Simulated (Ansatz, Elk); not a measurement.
**Bonding as seen by X-rays: Be5Ga3**

Structure refinements treat a crystal as free atoms side by side. For a made-up structure of Be5Ga3 (cell and positions from a PBE relaxation) the runs below show what the calculated density changes in F(hkl).

Main program and level: Elk 11.2.3 (patched build); DFT, PBE, all-electron APW+lo, Dirac cores, scalar-relativistic bands, static density, no spin.

This account leaves out most program logs.

The structure was built from a prototype and need not be the compound's stable phase.

### Step 1. The starting structure

It takes space group Cmmm (No. 65, orthorhombic). The conventional cell has a = 7.134 Å, b = 7.285 Å, c = 3.612 Å, α = 90.00°, β = 90.00°, γ = 90.00°. Nearest to Ga lie 10 Be at 2.41 to 2.69 Å and 2 Ga at 2.68 Å. Nearest to Ga lie 8 Be at 2.55 to 2.56 Å and 4 Ga at 2.68 Å. Nearest to Be lie 6 Ga at 2.41 to 2.69 Å and 6 Be at 2.51 to 2.57 Å. Nearest to Be lie 6 Ga at 2.54 to 2.55 Å and 6 Be at 2.55 to 2.57 Å. Nearest to Be lie 4 Ga at 2.46 Å and 8 Be at 2.51 to 2.55 Å. Farther neighbours are not listed.

### Step 2. Ground state and structure factors

An all-electron density is needed, since X-rays see the cores too. Task 0 finds the density and task 195 Fourier-transforms it; tshift is off so that phases refer to the origin typed.

elk.in reads:

```
tasks
  0
  195

xctype
  20

spinpol
  .false.

rgkmax
  7.0

gmaxvr
  14.0

lmaxo
  7

lmaxapw
  8

swidth
  0.002

tshift
  .false.

ramdisk
  .false.

hmaxvr
  5.5

maxscl
  120

epspot
  1e-06

sppath
  './'

avec
  6.74099268558 -6.88358850972 0.00000000000
  6.74099268558 6.88358850972 0.00000000000
  0.00000000000 -0.00000000000 6.82663251501

atoms
  2
  'Ga.in'
  3
  0.2284525853 0.7715474147 0.5000000000   0.000000 0.000000 0.000000
  0.7715474147 0.2284525853 0.5000000000   0.000000 0.000000 0.000000
  0.5000000000 0.5000000000 0.0000000000   0.000000 0.000000 0.000000
  'Be.in'
  5
  0.7547704391 0.7547704391 0.5000000000   0.000000 0.000000 0.000000
  0.2452295609 0.2452295609 0.5000000000   0.000000 0.000000 0.000000
  0.5000000000 0.0000000000 0.0000000000   0.000000 0.000000 0.000000
  0.0000000000 0.5000000000 0.0000000000   0.000000 0.000000 0.000000
  -0.0000000000 -0.0000000000 0.0000000000   0.000000 0.000000 0.000000

ngridk
  5 5 6
```

The run is started by

```bash
OMP_NUM_THREADS=4 elk
```

The job ended after 34 s (4 threads of Intel Xeon at 2.60GHz (Ice Lake), shared host; peak memory 0.22 GiB).

SFACRHO.OUT:

```text

h k l indices transformed by vhmat matrix:
   1.000000000       0.000000000       0.000000000    
   0.000000000       1.000000000       0.000000000    
   0.000000000       0.000000000       1.000000000    

      h      k      l  multipl.   |H|            Re(F)            Im(F)           |F|

      0      0      0      1   0.0000000       113.00000      0.54985434E-16   113.00000    
      0     -1      0      4  0.65229352      -17.589636      0.81340765E-14   17.589636    
     -1      1      0      2  0.91277759      -22.580804      0.10229970E-13   22.580804    
      0      0     -1      2  0.92039308      -24.548122     -0.66497775E-14   24.548122    
     -1     -1      0      2  0.93208606       73.538786      0.51474093E-14   73.538786    
     -1      0      1      8   1.1281003      -30.833521      0.73448976E-14   30.833521    
     -1      1      1      4   1.2962586       66.862451     -0.36467856E-14   66.862451    
      2      0      0      4   1.3045870      -21.005305      0.27956495E-13   21.005305    
      1      1     -1      4   1.3099267      -22.817502      0.30037300E-13   22.817502    
      1     -2      0      4   1.4463100      -41.244221     -0.69976492E-15   41.244221    
      2      1      0      4   1.4707330      -15.993435     -0.33486869E-13   15.993435    
      0     -2      1      8   1.5965810       77.720638      0.14814248E-13   77.720638    
      2     -1     -1      8   1.7143326      -3.0849880      0.70043640E-15   3.0849880    
      1      2     -1      8   1.7349868      -26.601761     -0.23031598E-13   26.601761    
     -2      2      0      2   1.8255552       68.693139     -0.14822467E-13   68.693139    
      0      0     -2      2   1.8407862       74.755222      0.12095341E-13   74.755222    
     -2     -2      0      2   1.8641721       74.341847      0.74973110E-14   74.341847    
     -1      0      2      8   1.9529415      -13.936540      0.65850227E-14   13.936540
```

Elk indexes on the primitive cell of elk.in and gives |H| = 4π sin θ/λ in inverse bohr. Below, one row stands for each form hkl of the conventional cell (m members, Friedel mates merged), F is for one primitive cell and the density is static (no thermal factor). Free-atom factors are Waasmaier and Kirfel's, and R is Σm||F|−|F'||/Σm|F|.

| hkl | m | sin θ/λ (Å⁻¹) | abs F, DFT | neutral atoms | diff. |
| --- | --- | --- | --- | --- | --- |
| 110 | 4 | 0.098 | 17.590 | 17.718 | -0.128 |
| 020 | 2 | 0.137 | 22.581 | 22.670 | -0.089 |
| 001 | 2 | 0.138 | 24.548 | 24.625 | -0.077 |
| 200 | 2 | 0.140 | 73.539 | 73.740 | -0.201 |
| 111 | 8 | 0.170 | 30.834 | 30.913 | -0.080 |
| 021 | 4 | 0.195 | 66.862 | 67.225 | -0.362 |
| 220 | 4 | 0.196 | 21.005 | 21.147 | -0.142 |
| 201 | 4 | 0.197 | 22.817 | 22.965 | -0.148 |
| 130 | 4 | 0.217 | 41.244 | 41.443 | -0.199 |
| 310 | 4 | 0.221 | 15.993 | 16.060 | -0.067 |
| 221 | 8 | 0.240 | 77.721 | 78.184 | -0.463 |
| 131 | 8 | 0.258 | 3.085 | 3.116 | -0.031 |
| 311 | 8 | 0.261 | 26.602 | 26.863 | -0.261 |
| 040 | 2 | 0.275 | 68.693 | 69.431 | -0.738 |
| 002 | 2 | 0.277 | 74.755 | 75.566 | -0.810 |
| 400 | 2 | 0.280 | 74.342 | 75.139 | -0.797 |
| 112 | 8 | 0.294 | 13.937 | 14.039 | -0.103 |
| 330 | 4 | 0.294 | 37.115 | 37.426 | -0.311 |

### Step 3. The highest occupied states alone

An energy window below the Fermi level keeps the highest occupied states, to see at which angles they scatter; shallow core shells can lie inside it and anion s states outside. No new self-consistency is needed.

Edit elk.in of step 2 so:

```diff
@@ -1,3 +1,2 @@
 tasks
-  0
   195
@@ -40,2 +39,5 @@
 
+wsfac
+  -0.107780 0.559710
+
 sppath
```

The run is started by

```bash
OMP_NUM_THREADS=4 elk
```

It took 7.2 s on 4 threads; peak memory 0.16 GiB.

States within 10 eV below the Fermi level hold 17.81 electrons; any levels below the window count with the cores, and a count that is not whole means the window cuts a band. Their amplitudes can exceed the total, where window and core parts have opposite phase:

| hkl | sin θ/λ (Å⁻¹) | abs F, window | abs F, all |
| --- | --- | --- | --- |
| 110 | 0.098 | 0.235 | 17.590 |
| 020 | 0.137 | 0.168 | 22.581 |
| 001 | 0.138 | 0.246 | 24.548 |
| 200 | 0.140 | 0.655 | 73.539 |
| 111 | 0.170 | 0.321 | 30.834 |
| 021 | 0.195 | 0.183 | 66.862 |
| 220 | 0.196 | 0.022 | 21.005 |
| 201 | 0.197 | 0.049 | 22.817 |
| 130 | 0.217 | 0.208 | 41.244 |
| 310 | 0.221 | 0.040 | 15.993 |

### Step 4. Another functional

The difference from free atoms is small, so it is set against the change that LDA (Perdew-Wang) makes.

Edit elk.in of step 3 so:

```diff
@@ -1,2 +1,3 @@
 tasks
+  0
   195
@@ -4,3 +5,3 @@
 xctype
-  20
+  3
 
@@ -39,5 +40,2 @@
 
-wsfac
-  -0.107780 0.559710
-
 sppath
```

The run is started by

```bash
OMP_NUM_THREADS=4 elk
```

Run time: 25 s. Hardware: 4 threads; peak memory 0.19 GiB; 82 s of CPU time.

Against the first run R = 0.09 %; the largest change is -0.095 at 402.

### Step 5. Basis size

The basis and the expansions that go with it are enlarged, to see whether the differences are converged.

Edit elk.in of step 4 so:

```diff
@@ -5,3 +5,3 @@
 xctype
-  3
+  20
 
@@ -11,12 +11,12 @@
 rgkmax
-  7.0
+  8.5
 
 gmaxvr
-  14.0
+  18.0
 
 lmaxo
-  7
+  9
 
 lmaxapw
-  8
+  10
```

The run is started by

```bash
OMP_NUM_THREADS=4 elk
```

Wall time 1.7 min (4 threads); peak memory 0.44 GiB; 5.4 min of CPU time.

Against the first run R = 0.00 %; the largest change is -0.003 at 004.

### Step 6. Settings against the effect

| run | R against the first run (%) | R against neutral atoms, low angle (%) | wall time |
| --- | --- | --- | --- |
| PBE, rgkmax 7 | 0.00 | 0.66 | 34 s |
| LDA (Perdew-Wang) | 0.09 | 0.66 | 25 s |
| rgkmax 8.5 with larger expansions | 0.00 | 0.66 | 1.7 min |

### Step 7. What came out

| Item | Value |
| --- | --- |
| R against neutral atoms, sin θ/λ < 0.3 Å⁻¹ | 0.66 % |
| R against neutral atoms, 0.3 to 0.65 Å⁻¹ | 0.22 % |

In words: Independent neutral atoms miss the calculated amplitudes by R = 0.66 % below 0.3 Å⁻¹ and 0.22 % from there to 0.65 Å⁻¹; by shells, 0.40 % below 0.15 Å⁻¹ (4 forms), 0.69 % 0.15 to 0.3 (14 forms), 0.39 % 0.3 to 0.45 (38 forms), 0.15 % above 0.45 (93 forms). Bonding, aspherical density and the tables' own atoms all enter these figures, and the runs don't part them. The largest change of an amplitude is -0.81 electrons, at 002. The window's part falls from 17.8 electrons at the origin to at most 0.26 between 0.45 and 0.65 Å⁻¹. Below 0.3 Å⁻¹ the changes that finished (LDA (Perdew-Wang) and rgkmax 8.5 with larger expansions) move F by R = 0.04 % at most, against the 0.66 % that separates it from free atoms. The k-mesh has no finished test. Part of the difference isn't bonding: the tables are fits to free atoms and ions calculated by other methods than this functional. Thermal motion, anomalous dispersion and extinction are left out.

[Logs are printed without paths, hosts, clocks, repeated set-up lines and the standing remarks that a program may print on its own settings, such as how far it seeks lower states.]

[Hosts, paths, dates, database ids (printed as entryN), source tags and the programs' standing remarks are cut or masked in the printed files.]
